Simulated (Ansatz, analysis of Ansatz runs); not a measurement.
# Can an added hole hop between O atoms in Rb2MoO4 (C2/m)?

Aim: the energy barrier that a trapped hole meets when it moves from one O atom to another one nearby in Rb2MoO4 (C2/m). The model is a cell of 56 host atoms.

Main program and level: Ansatz 0.2.0; plane-wave PAW DFT, PBEsol+U; relaxation of all atoms of a supercell at fixed charge in a uniform background; PAW set soft_1.

### Step 1. The structure

The cell holds 56 atoms: 16 Rb, 8 Mo and 32 O. Its edges and angles: a = 9.994 Å, b = 11.714 Å, c = 14.200 Å, α = 44.1°, β = 91.9°, γ = 81.3°. It derives from Rb2MoO4 (space group C2/m). Nearest the centre at fractional (0.554, 0.672, 0.563): Mo23 at 1.04 Å, O36 at 1.43 Å, O43 at 1.43 Å, O29 at 2.50 Å, O55 at 2.54 Å, Rb8 at 2.72 Å, Rb2 at 3.50 Å, O26 at 3.50 Å.

Hubbard terms: O p 8.0 eV. They were chosen, not fitted, to curb self-interaction in the shells named, the trial site's among them. The two sites are O36 and O43. The cell's shortest repeat is 10.0 Å.

### Step 2. The cell without the carrier

The neutral cell is relaxed first, from small random displacements, so that bond lengths and moments with the carrier can be set beside those of a relaxed cell without it.

File neutral.relax/input.yaml:

```yaml
crystal:
  lattice:
    - [-3.40926829, 6.22012204, 7.03993421]
    - [9.35597185, 0.0, 7.0485238]
    - [12.76524014, 6.22012204, 0.00858959]
  atoms:
    - { symbol: Rb, position: [0.295348, 0.451782, 0.204652] }
    - { symbol: Rb, position: [0.295348, 0.451782, 0.704652] }
    - { symbol: Rb, position: [0.795348, 0.951782, 0.204652] }
    - { symbol: Rb, position: [0.795348, 0.951782, 0.704652] }
    - { symbol: Rb, position: [0.204652, 0.048218, 0.295348] }
    - { symbol: Rb, position: [0.204652, 0.048218, 0.795348] }
    - { symbol: Rb, position: [0.704652, 0.548218, 0.295348] }
    - { symbol: Rb, position: [0.704652, 0.548218, 0.795348] }
    - { symbol: Rb, position: [0.362587, 0.875589, 0.137413] }
    - { symbol: Rb, position: [0.362587, 0.875589, 0.637413] }
    - { symbol: Rb, position: [0.862587, 0.375589, 0.137413] }
    - { symbol: Rb, position: [0.862587, 0.375589, 0.637413] }
    - { symbol: Rb, position: [0.137413, 0.624411, 0.362587] }
    - { symbol: Rb, position: [0.137413, 0.624411, 0.862587] }
    - { symbol: Rb, position: [0.637413, 0.124411, 0.362587] }
    - { symbol: Rb, position: [0.637413, 0.124411, 0.862587] }
    - { symbol: Mo, position: [0.476097, 0.301266, 0.023903] }
    - { symbol: Mo, position: [0.476097, 0.301266, 0.523903] }
    - { symbol: Mo, position: [0.976097, 0.801266, 0.023903] }
    - { symbol: Mo, position: [0.976097, 0.801266, 0.523903] }
    - { symbol: Mo, position: [0.023903, 0.198734, 0.476097] }
    - { symbol: Mo, position: [0.023903, 0.198734, 0.976097] }
    - { symbol: Mo, position: [0.523903, 0.698734, 0.476097] }
    - { symbol: Mo, position: [0.523903, 0.698734, 0.976097] }
    - { symbol: O, position: [0.415598, 0.506241, 0.351703] }
    - { symbol: O, position: [0.415598, 0.506241, 0.851703] }
    - { symbol: O, position: [0.915598, 0.006241, 0.351703] }
    - { symbol: O, position: [0.915598, 0.006241, 0.851703] }
    - { symbol: O, position: [0.351703, 0.726457, 0.415598] }
    - { symbol: O, position: [0.351703, 0.726457, 0.915598] }
    - { symbol: O, position: [0.851703, 0.226457, 0.415598] }
    - { symbol: O, position: [0.851703, 0.226457, 0.915598] }
    - { symbol: O, position: [0.084402, 0.993759, 0.148297] }
    - { symbol: O, position: [0.084402, 0.993759, 0.648297] }
    - { symbol: O, position: [0.584402, 0.493759, 0.148297] }
    - { symbol: O, position: [0.584402, 0.493759, 0.648297] }
    - { symbol: O, position: [0.148297, 0.773543, 0.084402] }
    - { symbol: O, position: [0.148297, 0.773543, 0.584402] }
    - { symbol: O, position: [0.648297, 0.273543, 0.084402] }
    - { symbol: O, position: [0.648297, 0.273543, 0.584402] }
    - { symbol: O, position: [0.022965, 0.349596, 0.477035] }
    - { symbol: O, position: [0.022965, 0.349596, 0.977035] }
    - { symbol: O, position: [0.522965, 0.849596, 0.477035] }
    - { symbol: O, position: [0.522965, 0.849596, 0.977035] }
    - { symbol: O, position: [0.477035, 0.150404, 0.022965] }
    - { symbol: O, position: [0.477035, 0.150404, 0.522965] }
    - { symbol: O, position: [0.977035, 0.650404, 0.022965] }
    - { symbol: O, position: [0.977035, 0.650404, 0.522965] }
    - { symbol: O, position: [0.368547, 0.276966, 0.131453] }
    - { symbol: O, position: [0.368547, 0.276966, 0.631453] }
    - { symbol: O, position: [0.868547, 0.776966, 0.131453] }
    - { symbol: O, position: [0.868547, 0.776966, 0.631453] }
    - { symbol: O, position: [0.131453, 0.223034, 0.368547] }
    - { symbol: O, position: [0.131453, 0.223034, 0.868547] }
    - { symbol: O, position: [0.631453, 0.723034, 0.368547] }
    - { symbol: O, position: [0.631453, 0.723034, 0.868547] }
basis:
  ecutwfc: 420
  xc_grid: 2
hamiltonian:
  xc: pbesol
  hubbard:
    sites: [{ species: O, l: p, u_eff: 8.0 }]
    projectors: ortho-atomic
  pseudopotentials: { kind: paw, azcp: { folder: soft_1 }, xc_functional: pbe }
kpoints:
  mp_grid: { grid: [1, 1, 1] }
scf:
  occupations: { method: fermi_dirac, width: 0.01 }
  max_iter: 120
  lower_state_search: "off"
output:
  forces: true
relax:
  f_tol: 0.02
  max_steps: 70
  random_displacement: { amplitude: 0.04, seed: 233 }
checkpoint:
  write: "../neutral.relax.run"
  compress: false
  write_wavefunctions: true
  write_every: 100000
```

Started as:

```bash
$ ansatz run input.yaml --threads 8 --pin off --max-ram 17899MiB --backend cpu --events-out ev --progress --plain --runs-dir out
```

Numbers of over 12 decimals in the logs are rounded to 6 here.

The log of the run:

```text
[... repeated set-up lines and file paths are left out, and long positions are rounded to six places ...]
Engine: ansatz 0.2.0, aarch64-unknown-linux-gnu
Pseudopotentials: kind: paw
Pseudopotential: Rb, paw, valence charge 9, recommended cutoff 420 eV (normal), soft_1/Rb.paw.azcp
Pseudopotential: Mo, paw, valence charge 14, recommended cutoff 420 eV (normal), soft_1/Mo.paw.azcp
Pseudopotential: O, paw, valence charge 6, recommended cutoff 420 eV (normal), soft_1/O.paw.azcp
Functional definition: PBEsol
  exchange = pbesol_x
  correlation = pbesol_c
Crystal: 56 atoms, lattice volume = 1118.325 Å³
Basis set: ecut = 420 eV, 21889 PW (Γ), exchange–correlation on 144×160×192 points (8 copies of the dense FFT grid, shifted against one another)
Bands: 280, of which v1, the nominal top of the filled ones, is band 224 counted from 1 (223 counted from 0)
Symmetry: 1 space group operations
k-points: 1
Non-local potential: Rb, projectors of the file, l = 0: 3, l = 1: 2, l = 2: 2
Non-local potential: Mo, projectors of the file, l = 0: 3, l = 1: 2, l = 2: 2, l = 3: 1
Non-local potential: O, projectors of the file, l = 0: 2, l = 1: 2, l = 2: 1
PAW form: soft (Blöchl's): semilocal exchange-correlation on the pseudo side does not see the compensation charge
PAW frozen core: Rb, regenerated for the run's functional, and the local potential with it (the file was generated under x = pbe(κ = 0.804, μ = 0.219515), c = pbe(β = 0.066725))
PAW frozen core: Mo, regenerated for the run's functional, and the local potential with it (the file was generated under x = pbe(κ = 0.804, μ = 0.219515), c = pbe(β = 0.066725))
[...]
atom  12  Rb    -0.00005146    -0.00015376     0.00021110
  [... 10 atoms left out ...]
  atom  23  Mo     0.00499894    -0.00043431     0.00116884
  [... 2 atoms left out ...]
  atom  26  O      0.00108753     0.00117500     0.00086767
  [... 2 atoms left out ...]
  atom  29  O     -0.00130142     0.00003317     0.00024216
  [... 6 atoms left out ...]
  atom  36  O      0.00078304     0.00008960     0.00078954
  [... 6 atoms left out ...]
  atom  43  O     -0.00044833    -0.00057056     0.00132642
  [... 11 atoms left out ...]
  atom  55  O     -0.00207845     0.00047323    -0.00115636
  [... 1 atom left out ...]
  max |Σ_I F_I| component: 1.46e-4 eV/Å
--- Band table (eV) ---
  k-point 0: bands = ["-58.3795", "-58.3748", "-58.3743", "-58.3738", [... 272 left out ...] "11.3263", "11.5264", "11.5984", "11.6360"]
Occupation matrices written to <dir>
--- Relaxed structure (4 steps of the walk, 4 accepted, 0 SCFs on fresh bases) ---
  F+E_penalty+E_count = -108526.51358898 eV   max|allowed force component| = 5.618e-3 eV/Å
  atoms:
    - { symbol: Rb, position: [0.295720, 0.448619, 0.205287] }
    - { symbol: Rb, position: [0.295657, 0.448571, 0.705352] }
    [... 5 atoms left out ...]
    - { symbol: Rb, position: [0.705330, 0.550675, 0.795184] }
    [... 1 atom left out ...]
    - { symbol: Rb, position: [0.363154, 0.870494, 0.637505] }
    [... 1 atom left out ...]
    - { symbol: Rb, position: [0.862966, 0.370516, 0.637432] }
    [... 10 atoms left out ...]
    - { symbol: Mo, position: [0.525186, 0.699803, 0.475447] }
    [... 2 atoms left out ...]
    - { symbol: O, position: [0.415912, 0.502287, 0.854071] }
    [... 2 atoms left out ...]
    - { symbol: O, position: [0.353943, 0.727853, 0.415791] }
    [... 6 atoms left out ...]
    - { symbol: O, position: [0.584795, 0.496684, 0.646525] }
    [... 6 atoms left out ...]
    - { symbol: O, position: [0.525598, 0.849962, 0.475586] }
    [... 11 atoms left out ...]
    - { symbol: O, position: [0.631435, 0.722580, 0.368907] }
    [... 1 atom left out ...]
[key lines of the parts left out:]
SCF converged after 8 iterations
Free energy (F): -108526.513589 eV
Fermi energy:    3.868315 eV
```

Wall time 18 s (8 threads of Arm Neoverse V2, shared host); peak memory 1.4 GiB.

The largest displacement from an ideal site is 0.058 Å.

### Step 3. The hole on the first site

The nearest neighbour or neighbours of the site start displaced and the site's starting moment is changed by the carrier's spin, since a carrier doesn't trap itself in the undistorted lattice.

File A.relax/input.yaml:

```yaml
crystal:
  lattice:
    - [-3.40926829, 6.22012204, 7.03993421]
    - [9.35597185, 0.0, 7.0485238]
    - [12.76524014, 6.22012204, 0.00858959]
  atoms:
    - { symbol: Rb, position: [0.29572, 0.448619, 0.205287] }
    - { symbol: Rb, position: [0.295657, 0.448571, 0.705352] }
    - { symbol: Rb, position: [0.795686, 0.948566, 0.205223] }
    - { symbol: Rb, position: [0.795573, 0.948719, 0.705135] }
    - { symbol: Rb, position: [0.205212, 0.050672, 0.295344] }
    - { symbol: Rb, position: [0.205113, 0.050702, 0.795241] }
    - { symbol: Rb, position: [0.704869, 0.550866, 0.295012] }
    - { symbol: Rb, position: [0.70533, 0.550675, 0.795184] }
    - { symbol: Rb, position: [0.363055, 0.870607, 0.137521] }
    - { symbol: Rb, position: [0.363154, 0.870494, 0.637505] }
    - { symbol: Rb, position: [0.86312, 0.370557, 0.137558] }
    - { symbol: Rb, position: [0.862966, 0.370516, 0.637432] }
    - { symbol: Rb, position: [0.137741, 0.628738, 0.363021] }
    - { symbol: Rb, position: [0.137762, 0.628953, 0.862813] }
    - { symbol: Rb, position: [0.637667, 0.128791, 0.362979] }
    - { symbol: Rb, position: [0.637922, 0.128449, 0.863165] }
    - { symbol: Mo, position: [0.475827, 0.299273, 0.025186] }
    - { symbol: Mo, position: [0.475575, 0.299351, 0.525154] }
    - { symbol: Mo, position: [0.9757, 0.799321, 0.025063] }
    - { symbol: Mo, position: [0.975391, 0.799635, 0.524925] }
    - { symbol: Mo, position: [0.025197, 0.200105, 0.475337] }
    - { symbol: Mo, position: [0.025299, 0.199922, 0.975372] }
    - { symbol: Mo, position: [0.516673, 0.728765, 0.451163] }
    - { symbol: Mo, position: [0.525052, 0.699958, 0.975311] }
    - { symbol: O, position: [0.415973, 0.502435, 0.354049] }
    - { symbol: O, position: [0.415912, 0.502287, 0.854071] }
    - { symbol: O, position: [0.915964, 0.002674, 0.353777] }
    - { symbol: O, position: [0.916181, 0.002362, 0.853916] }
    - { symbol: O, position: [0.353943, 0.727853, 0.415791] }
    - { symbol: O, position: [0.353862, 0.727933, 0.915614] }
    - { symbol: O, position: [0.853993, 0.228229, 0.415542] }
    - { symbol: O, position: [0.854175, 0.227989, 0.915459] }
    - { symbol: O, position: [0.084634, 0.996965, 0.146595] }
    - { symbol: O, position: [0.084693, 0.996972, 0.646419] }
    - { symbol: O, position: [0.584683, 0.496844, 0.146391] }
    - { symbol: O, position: [0.584795, 0.496684, 0.646525], spin: 1.0 }
    - { symbol: O, position: [0.146818, 0.771397, 0.084867] }
    - { symbol: O, position: [0.146589, 0.771513, 0.584722] }
    - { symbol: O, position: [0.647042, 0.271634, 0.084554] }
    - { symbol: O, position: [0.646793, 0.271355, 0.584809] }
    - { symbol: O, position: [0.025634, 0.350271, 0.475471] }
    - { symbol: O, position: [0.025558, 0.350425, 0.975139] }
    - { symbol: O, position: [0.525598, 0.849962, 0.475586] }
    - { symbol: O, position: [0.525355, 0.850101, 0.975483] }
    - { symbol: O, position: [0.475636, 0.148873, 0.025292] }
    - { symbol: O, position: [0.475208, 0.149138, 0.525069] }
    - { symbol: O, position: [0.97555, 0.648983, 0.025092] }
    - { symbol: O, position: [0.974932, 0.649344, 0.524941] }
    - { symbol: O, position: [0.369715, 0.276332, 0.131873] }
    - { symbol: O, position: [0.369291, 0.276662, 0.631637] }
    - { symbol: O, position: [0.869151, 0.776763, 0.131339] }
    - { symbol: O, position: [0.868933, 0.777236, 0.63119] }
    - { symbol: O, position: [0.131531, 0.222757, 0.3689] }
    - { symbol: O, position: [0.131934, 0.222163, 0.869277] }
    - { symbol: O, position: [0.631435, 0.72258, 0.368907] }
    - { symbol: O, position: [0.631366, 0.722813, 0.86878] }
total_charge: 1
basis:
  ecutwfc: 420
  xc_grid: 2
hamiltonian:
  xc: pbesol
  hubbard:
    sites: [{ species: O, l: p, u_eff: 8.0 }]
    projectors: ortho-atomic
  pseudopotentials: { kind: paw, azcp: { folder: soft_1 }, xc_functional: pbe }
kpoints:
  mp_grid: { grid: [1, 1, 1] }
magnetization:
  spin_polarized: true
  initial_magnetization: 1
  spin_locking: { lock_magnetization: hard }
scf:
  occupations: { method: fermi_dirac, width: 0.01 }
  max_iter: 120
  lower_state_search: "off"
output:
  forces: true
relax:
  f_tol: 0.015
  max_steps: 70
  escape_saddle: false
checkpoint:
  write: "../A.relax.run"
  compress: false
  write_wavefunctions: true
  write_every: 100000
```

The log of the run:

```text
[...]
Crystal: 56 atoms, lattice volume = 1118.325 Å³
Basis set: ecut = 420 eV, 21889 PW (Γ), exchange–correlation on 144×160×192 points (8 copies of the dense FFT grid, shifted against one another)
Bands: 280, of which v1, the nominal top of the filled ones, is band 224 counted from 1 (223 counted from 0)
Symmetry: 1 space group operations
[...]
k-points: 1
[...]
Starting moments: Σ|m| = 1 μB on 1 of 56 sites
[...]
SCF iter   1: F=—  HF=-108580.420465 eV  |F-HF|=—  |Δ(HF+E_count)|=         —  Δρ=5.39e-2 (↑5.30e-2 ↓5.39e-2)  dr2=2.67e2  dr2_m=3.13e-1  M=1.000 μB ∫|m|=1.256 μB  β_m=0.30  ethr=3.10e-3  ⟨swp⟩=6.0  Hψ=2163  notcnv=0  defer=68
[...]
spin=Collinear: Resta preconditioning applied to the charge; magnetization (m = ρ↑ − ρ↓) channel mixes plain (no charge-response kernel on spin).
SCF iter   2: F=—  HF=-108540.731708 eV  |F-HF|=—  |Δ(HF+E_count)|=    3.97e1  Δρ=2.78e-2 (↑2.67e-2 ↓2.78e-2)  dr2=7.31e1  dr2_m=1.95e-1  M=1.000 μB ∫|m|=1.228 μB  β_m=0.44  ethr=3.10e-3  ⟨swp⟩=4.0  Hψ=1127  notcnv=0  defer=100
[...]
SCF iter  30: F=-108528.859805 eV  HF=-108528.859804 eV  |F-HF|=3.25e-8  |Δ(HF+E_count)|=   1.84e-5  Δρ=4.70e-6 (↑3.70e-6 ↓4.70e-6)  dr2=3.52e-7  dr2_m=7.44e-8  M=1.000 μB ∫|m|=1.273 μB  ethr=4.34e-10  ⟨swp⟩=5.0  Hψ=1735  notcnv=0
SCF 1 converged in 30 iterations: F = -108528.859805 eV  dr2 = 3.52e-7
[...]
relax step   1: F+E_penalty+E_count = -108528.85980453 eV  Δ(F+E_penalty+E_count) = +0.000e0 eV  max|allowed force component| = 2.996e0 eV/Å  Δτ_max = 0.0000 Å  (30 SCF iters, dr2 threshold 5.63e-6 eV, accepted)
[...]
relax step   2: F+E_penalty+E_count = -108529.42633061 eV  Δ(F+E_penalty+E_count) = -5.665e-1 eV  max|allowed force component| = 8.384e-1 eV/Å  Δτ_max = 0.1950 Å  (10 SCF iters, dr2 threshold 1.00e-4 eV, accepted)
relax step   3: F+E_penalty+E_count = -108529.50807612 eV  Δ(F+E_penalty+E_count) = -8.175e-2 eV  max|allowed force component| = 2.635e-1 eV/Å  Δτ_max = 0.0920 Å  (7 SCF iters, dr2 threshold 4.39e-5 eV, accepted)
relax step   4: F+E_penalty+E_count = -108529.52479667 eV  Δ(F+E_penalty+E_count) = -1.672e-2 eV  max|allowed force component| = 1.105e-1 eV/Å  Δτ_max = 0.0484 Å  (7 SCF iters, dr2 threshold 5.44e-6 eV, accepted)
relax step   5: F+E_penalty+E_count = -108529.53048368 eV  Δ(F+E_penalty+E_count) = -5.687e-3 eV  max|allowed force component| = 5.145e-2 eV/Å  Δτ_max = 0.0417 Å  (10 SCF iters, dr2 threshold 1.21e-6 eV, accepted)
relax step   6: F+E_penalty+E_count = -108529.53232196 eV  Δ(F+E_penalty+E_count) = -1.838e-3 eV  max|allowed force component| = 3.773e-2 eV/Å  Δτ_max = 0.0201 Å  (11 SCF iters, dr2 threshold 4.65e-7 eV, accepted)
relax step   7: F+E_penalty+E_count = -108529.53304788 eV  Δ(F+E_penalty+E_count) = -7.259e-4 eV  max|allowed force component| = 2.556e-2 eV/Å  Δτ_max = 0.0152 Å  (16 SCF iters, dr2 threshold 3.09e-7 eV, accepted)
relax step   8: F+E_penalty+E_count = -108529.53328378 eV  Δ(F+E_penalty+E_count) = -2.359e-4 eV  max|allowed force component| = 1.498e-2 eV/Å  Δτ_max = 0.0111 Å  (15 SCF iters, dr2 threshold 3.00e-7 eV, accepted)
iter 1 solved again at ethr=1.51e-11 eV; its pass at ethr=3.10e-3 eV (dr2=6.76e-8 eV) is discarded
[...]
SCF iter   6: F=-108529.533284 eV  HF=-108529.533284 eV  |F-HF|=1.28e-8  |Δ(HF+E_count)|=   1.59e-7  Δρ=1.13e-6 (↑2.95e-7 ↓1.13e-6)  dr2=8.08e-9  dr2_m=3.70e-9  M=1.000 μB ∫|m|=1.295 μB  ethr=1.83e-12  ⟨swp⟩=1.0  Hψ=1684  notcnv=0
SCF 9 converged in 6 iterations: F = -108529.533284 eV  dr2 = 8.08e-9
relax step   9: F+E_penalty+E_count = -108529.53328443 eV  Δ(F+E_penalty+E_count) = -6.433e-7 eV  max|allowed force component| = 1.489e-2 eV/Å  Δτ_max = 0.0000 Å  (6 SCF iters, accepted)
NSCF: frozen V_eff on 1 k-points
[...]
SCF converged after 6 iterations
Stability checked in part: among states of this total moment the steps that led to this state did not find it unstable. No probe was made; neither looks for a lower state of another moment (fixed_total_moment; see scf.lower_state_search)
Magnetization: 1.0000 μB (224.0000 up, 223.0000 down)
Absolute magnetization: 1.2957 μB (∫|ρ↑−ρ↓|, with the PAW one-centre terms)
[...]
Per-site moments (μB) at R_I (Å): [(5.151104844224953e-6, 1.156228), (-0.000198176, 1.118125), (-3.2915063836075565e-5, 1.170072), [... 53 left out ...]
Free energy (F): -108529.533284 eV
[...]
Internal energy: -108529.533284 eV  (E = F + TS)
E sigma→0 (E₀):  -108529.533284 eV
Fermi energy:    2.827784 (↑ 3.265401, ↓ 2.824399) eV
[...]
--- Forces (eV/Å), atoms counted from 1 ---
  atom   1  Rb     0.00134865    -0.00024277    -0.00097637
  atom   2  Rb    -0.00189321     0.00041417     0.00053772
  [... 5 atoms left out ...]
  atom   8  Rb     0.00003714    -0.00196394    -0.00171875
  [... 1 atom left out ...]
  atom  10  Rb     0.00069989    -0.00151393     0.00301145
  [... 1 atom left out ...]
  atom  12  Rb    -0.00130056    -0.00143121     0.00163773
  [... 10 atoms left out ...]
  atom  23  Mo    -0.00883118    -0.00578370    -0.01489544
  [... 2 atoms left out ...]
  atom  26  O     -0.00022555    -0.00256448     0.00166747
  [... 2 atoms left out ...]
  atom  29  O      0.00077061     0.00448363     0.00274818
  [... 6 atoms left out ...]
  atom  36  O     -0.00282588    -0.00332432     0.00797601
  [... 6 atoms left out ...]
  atom  43  O      0.00288801     0.00034249     0.00361101
  [... 11 atoms left out ...]
  atom  55  O      0.00529762     0.00389396    -0.00037660
  [... 1 atom left out ...]
  max |Σ_I F_I| component: 1.05e-4 eV/Å
--- Band table (eV) ---
[...]
Occupation matrices written to <dir>
--- Relaxed structure (9 steps of the walk, 9 accepted, 0 SCFs on fresh bases) ---
  F+E_penalty+E_count = -108529.53328443 eV   max|allowed force component| = 1.489e-2 eV/Å
  atoms:
    - { symbol: Rb, position: [0.296499, 0.449820, 0.204309] }
    - { symbol: Rb, position: [0.282041, 0.441393, 0.712249] }
    [... 5 atoms left out ...]
    - { symbol: Rb, position: [0.720721, 0.546663, 0.809363] }
    [... 1 atom left out ...]
    - { symbol: Rb, position: [0.360453, 0.871040, 0.640161] }
    [... 1 atom left out ...]
    - { symbol: Rb, position: [0.881710, 0.355049, 0.645653] }
    [... 10 atoms left out ...]
    - { symbol: Mo, position: [0.520050, 0.709280, 0.464382] }
    [... 2 atoms left out ...]
    - { symbol: O, position: [0.425991, 0.498095, 0.848838] }
    [... 2 atoms left out ...]
    - { symbol: O, position: [0.352015, 0.747188, 0.399396] }
    [... 6 atoms left out ...]
    - { symbol: O, position: [0.577629, 0.483002, 0.654153] }
    [... 6 atoms left out ...]
    - { symbol: O, position: [0.529293, 0.842643, 0.478456] }
    [... 11 atoms left out ...]
    - { symbol: O, position: [0.628642, 0.727774, 0.364687] }
    [... 1 atom left out ...]
```

The job ended after 1.9 min (8 threads; peak memory 2.1 GiB).

Relaxation path:

```tsv
step	energy less that of the first step (eV)	largest force component (eV/Å)
1	0.0000	2.9959
2	-0.5665	0.8384
3	-0.6483	0.2635
4	-0.6650	0.1105
5	-0.6707	0.0514
6	-0.6725	0.0377
7	-0.6732	0.0256
8	-0.6735	0.0150
9	-0.6735	0.0149
```

The atoms that moved most (Å):

```tsv
atom	dx	dy	dz	length
O40	0.251	-0.057	0.128	0.288
Rb8	0.091	0.184	0.080	0.220
Rb12	-0.104	0.168	0.023	0.199
Rb5	0.056	-0.167	0.041	0.181
Rb16	-0.018	0.137	-0.110	0.177
O46	0.076	0.121	0.094	0.171
O29	-0.022	-0.114	0.123	0.169
Rb2	0.067	-0.042	-0.146	0.166
```

The moves above count from the input, in which the site's nearest neighbours were already displaced; the distances below compare with the cell without the carrier.

Distances from O36 without and with the hole:

```tsv
atom	without (Å)	with (Å)
Mo23	1.76	1.95
O43	2.85	2.90
O29	2.87	3.00
O55	2.88	3.00
Rb8	2.88	3.15
```

The largest changes of the moments are 0.79 μB on O36, 0.10 μB on O43 and -0.05 μB on Mo23. The largest part sits on the chosen site.

(Part 1 of 2 ends here.)

[Logs are printed without paths, hosts, clocks, repeated set-up lines and the standing remarks that a program may print on its own settings, such as how far it seeks lower states.]

[Hosts, paths, dates, database ids (printed as entryN), source tags and the programs' standing remarks are cut or masked in the printed files.]
